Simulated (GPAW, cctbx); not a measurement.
## How far are the atoms of Sc3PPt from free atoms?

Aim: compute the bonding part of the density of Sc3PPt, find which reflections carry it, and see how it biases an ordinary refinement.

The start was made by putting kin elements into a known structure type; the compound need not exist, or be stable, in this form. All numbers below are calculated.

## Step 1: Find the equilibrium geometry

The density hangs on the geometry, so cell and atoms are relaxed first, with the symmetry held. The cutoff is set higher than for the density because stress converges slowly with plane waves.

Settings: GPAW 26.7.0, PBE, 570 eV, 4×4×4 k-points, Fermi–Dirac width 0.1 eV, BFGS to 0.03 eV/Å.

```text
cell
1.0
     4.458000000    0.000000000    0.000000000
     0.000000000    4.458000000    0.000000000
     0.000000000    0.000000000    4.458000000
Pt Sc P
1 3 1
Direct
0.000000000 0.000000000 0.000000000
0.000000000 0.500000000 0.500000000
0.500000000 0.000000000 0.500000000
0.500000000 0.500000000 0.000000000
0.500000000 0.500000000 0.500000000
```

```console
$ OMP_NUM_THREADS=1 mpirun -n 4 gpaw python run.py > gpaw.log
```

```text
BFGS:    0      -27.162359        3.065797
BFGS:    1      -27.537095        2.632888
BFGS:    2      -28.413960        1.292214
BFGS:    3      -28.732002        0.197696
BFGS:    4      -28.740804        0.019653
cell  4.7951 4.7951 4.7951  90.00 90.00 90.00
volume 110.255 A^3, largest force 0.000 eV/A, largest stress 0.14 GPa
```

The cell moved far, while the k-mesh and basis were chosen for the start, so the final shape may be somewhat biased.

After 4 steps the volume has changed by +24.4 % and the energy by -1.578 eV; the largest stress left is 0.14 GPa. It took 94 s on 4 cores of Arm Neoverse N1 (shared host), peak memory 0.9 GiB.

Relaxed structure: Pm-3m (no. 221), a = 4.7951 Å, b = 4.7951 Å, c = 4.7951 Å, α = 90.00°, β = 90.00°, γ = 90.00°.

| atom | mult. | x | y | z |
| --- | --- | --- | --- | --- |
| Pt1 | 1 | 0 | 0 | 0 |
| Sc1 | 3 | 0 | 1/2 | 1/2 |
| P1 | 1 | 1/2 | 1/2 | 1/2 |

## Step 2: Density and charge transfer

X-rays see the whole electron density, so the PAW density is rebuilt with its core regions. Subtracting spherical free atoms from the same code cancels the cores and leaves the deformation density Δρ, the part due to bonding.

Settings: PBE, 450 eV, 5×5×5 k-points, Fermi–Dirac width 0.1 eV; primitive cell of 5 atoms.

```console
$ OMP_NUM_THREADS=1 mpirun -n 4 gpaw python run.py > gpaw.log
```

```text
|iter:   1|       0s |  -30.898898 | +0.62 |       |
|iter:   2|       1s |  -29.940771 | -0.19 | -1.11 |
|iter:   3|       2s |  -28.998520 | -0.73 | -1.21 |
...
|iter:  12|      10s |  -28.598542c| -6.41 | -5.15c|
|iter:  13|      11s |  -28.598542c| -7.18 | -5.68c|
|iter:  14|      12s |  -28.598542c| -7.49c| -6.15c|
```

```text
grid (48, 48, 48)  electrons 156.000  moved by bonding 1.176 e
deformation density beyond 0.5 A of the nuclei: max 0.127, min -0.113 e/A^3
atom        x       y       z   Voronoi charge  moment
Pt1    0.0000  0.0000  0.0000     -0.164       0.00
Sc2    0.0000  0.5000  0.5000      0.221       0.00
Sc3    0.5000  0.0000  0.5000      0.221       0.00
Sc4    0.5000  0.5000  0.0000      0.221       0.00
P 5    0.5000  0.5000  0.5000     -0.499       0.00
mean inner potential of superposed free atoms 18.587 V
total magnetic moment 0.000 muB
```

Deformation density in a plane through the shortest contact of the Sc atom at the origin, in 0.01 e/Å³ (clipped at ±99); x from -1.6 to 4.0 Å, y from 2.4 down to -2.4 Å:

```text
  1   2   2   0  -1  -1   1   2   2   0  -1  -1   0   1   2   2
  0   1   2   2   2   2   2   2   1   0  -1  -2  -1   0   2   2
  1   1   1   1   1   1   1   1   1   1   0   0   1   1   1   1
  3   1  -1  -1  -1  -1  -1   0   2   3   5   5   4   3   1  -1
  5   3  -1  -3  -1  -2  -3   1   4   6   5   5   6   5   2  -2
  6   5   1   2   .  -2   2   3   6   4  -4   .   1   6   5   1
  5   7   6  14   .   .  12   5   7   1   .   .  -5   6   7   7
  6   5   1   2   .  -2   2   3   6   4  -4   .   1   6   5   1
  5   3  -1  -3  -1  -2  -3   1   4   6   5   5   6   5   2  -2
  3   1  -1  -1  -1  -1  -1   0   2   3   5   5   4   3   1  -1
  1   1   1   1   1   1   1   1   1   1   0   0   1   1   1   1
  0   1   2   2   2   2   2   2   1   0  -1  -2  -1   0   2   2
  1   2   2   0  -1  -1   1   2   2   0  -1  -1   0   1   2   2
```

Atoms in or within 0.15 Å of the plane: Sc (0.0, 0.0), P (2.4, 0.0) Å. Dots mark points within about 0.45 Å of a nucleus; large values next to them are atomic features.

P gains most (-0.50 e) and Sc loses most (+0.22 e), which isn't the order of electronegativity: valence and coordination count too, and Voronoi cells cut space at the midplane whatever the atoms' sizes. Such charges fall far short of formal ones, since overlapping free atoms already put density on their neighbours. Along the shortest contact from the Sc atom at the map's origin, Sc–P at 2.40 Å, Δρ is +0.07 e/Å³ at the midpoint; the highest value on the line, +0.14, lies at the edge of the range, 0.5 Å from Sc, and is an atomic rather than a bond feature: a modest build-up. At the midpoints of other shortest contacts it is +0.02 (Pt–Sc, 3.39 Å) and 0.00 (Sc–Sc, 3.39 Å) e/Å³. Point values carry grid noise of about 0.01 e/Å³. The run needed 14 iterations, 21 s.

## Step 3: From the density to structure factors

The Fourier components of Δρ, added to those of the free atoms, give the static X-ray structure factors; the Mott–Bethe relation turns them into the Fourier components V of the potential that fast electrons feel.

```text
static structure factors of the conventional cell: F in electrons, V (Mott-Bethe) in volts
   h  k  l      d  |F| table  |F| free   |F| DFT   change   |V| free  |V| DFT  change %
   0  1  0  4.7951    42.618    42.509    42.212   -0.297     0.486    0.202    -58.4
   0  1  1  3.3906    65.517    65.489    65.799    0.309     3.112    2.964     -4.8
   1  1  1  2.7685   104.174   104.021   103.567   -0.454     7.003    7.148      2.1
   0  2  0  2.3975   120.392   120.282   120.005   -0.277     8.536    8.602      0.8
   0  2  1  2.1444    39.807    39.769    39.653   -0.115     0.427    0.449      5.2
   1  2  1  1.9576    57.577    57.550    57.210   -0.340     2.302    2.356      2.4
   0  2  2  1.6953   105.294   105.219   105.138   -0.080     6.068    6.077      0.2
   1  2  2  1.5984    37.143    37.066    37.207    0.141     0.524    0.509     -2.9
   0  3  0  1.5984    37.143    37.066    37.036   -0.030     0.524    0.527      0.6
   0  3  1  1.5163    53.047    52.967    52.921   -0.046     1.819    1.824      0.2
   1  3  1  1.4458    81.356    81.328    81.412    0.084     3.882    3.875     -0.2
   2  2  2  1.3842    95.309    95.286    95.246   -0.040     4.836    4.839      0.1
   0  3  2  1.3299    34.957    34.904    34.890   -0.014     0.522    0.523      0.2
   1  3  2  1.2815    49.746    49.678    49.652   -0.026     1.524    1.526      0.1
```

The largest X-ray change is -0.45 e on 111, 0.4 % of |F|. For electrons V goes as (Z − F)/g², so a change of F counts against Z − F, which is small at low angle and wherever the atoms' terms cancel: |V| of 010 moves by -58.4 % (0.49 to 0.20 V) against -0.7 % in |F|. These compare absolute values; so weak a component may also change sign. The tabulated Hartree–Fock atoms differ from the free DFT atoms by up to 0.15 e, so the choice of reference atom matters too.

## Step 4: Which functional?

The same geometry is run with other functionals, to see whether the bonding signal is larger than the spread between approximations. Free atoms are LDA for LDA and PBE otherwise. Any other changed setting is in the row's label.

| run | ΔF 111 (e) | ΔF 121 (e) | ΔF 011 (e) | q(P) (e) | moved (e) | time |
| --- | --- | --- | --- | --- | --- | --- |
| PBE | -0.454 | -0.340 | +0.309 | -0.499 | 1.176 | 21 s |
| LDA | -0.426 | -0.342 | +0.309 | -0.482 | 1.152 | 19 s |
| revPBE | -0.454 | -0.346 | +0.317 | -0.508 | 1.203 | 22 s |

At the base's settings ΔF(111) spans -0.454 to -0.426 e, a spread of 6 % of the PBE value; over the three listed reflections the spread is at most 6 %, so sign and size hold across the functionals. Times are from shared hosts.

## Step 5: Refining ordinary atoms against data with bonding

Routine crystallography fits spherical atoms. To see the bias, intensities are simulated from tabulated atoms plus the DFT change ΔF, so that bonding alone can misfit (5040 reflections of the full sphere, merged to the counts below, to 0.45 Å, 1.5 % proportional noise plus counting noise, assumed isotropic U as listed, Δρ smeared by the mean U) and refined with cctbx over different ranges.

| range | data | R1 | GooF | U Pt1 (true 0.0044) | U Sc1 (true 0.0072) | U P1 (true 0.008) | largest shift (Å) | Δρ max, min (e/Å³) |
| --- | --- | --- | --- | --- | --- | --- | --- | --- |
| all data | 166 | 0.0023 | 1.09 | 0.0044 | 0.0072 | 0.0079 | 0.0000 | 0.22, -0.22 |
| low resolution, d > 0.84 | 34 | 0.0025 | 1.38 | 0.0044 | 0.0073 | 0.0079 | 0.0000 | 0.18, -0.15 |
| high order, d < 0.75 | 121 | 0.0021 | 0.99 | 0.0044 | 0.0072 | 0.0079 | 0.0000 | 0.17, -0.12 |
| occupancies free, d > 0.7 | 54 | 0.0024 | 1.33 | 0.0044 | 0.0074 | 0.0078 | 0.0000 | 0.21, -0.10 |

With all data GooF is 1.09, diluted by the many high-angle data; the misfit shows at low resolution; the top residual peak, near noise level, lies 0.57 Å from Sc and 1.83 Å from P. No U is off by more than 3 s.u. at low resolution. Symmetry fixes every coordinate, so the shifts are zero by construction. With Pt1 held at 1 and the scale free, the other occupancies refine to Sc1 1.003(0.003) and P1 1.000(0.005), within three s.u. of full.

## Step 6: Answer

Bonding moves 1.18 e in the primitive cell of Sc3PPt and changes the structure factors of the conventional cell in the table above by at most 0.45 e (111, 0.4 %), and among reflections above 2 % of the strongest by up to 0.7 % (010). The shortest bond, Sc–P, has Δρ = +0.07 e/Å³ at its midpoint. At the base's settings ΔF(111) spans -0.454 to -0.426 e, a spread of 6 % of the PBE value; over the three listed reflections the spread is at most 6 %, so sign and size hold across the functionals. With all data GooF is 1.09, diluted by the many high-angle data. Limits: static density, frozen cores, no spin–orbit coupling.

[Outputs are excerpts: Python notices, other lines and further rows are left out; steps that failed or that the build refused (PBEsol, TPSS) are not shown.]

[Logs are printed without paths, hosts, clocks, repeated set-up lines and the standing remarks that a program may print on its own settings, such as how far it seeks lower states.]
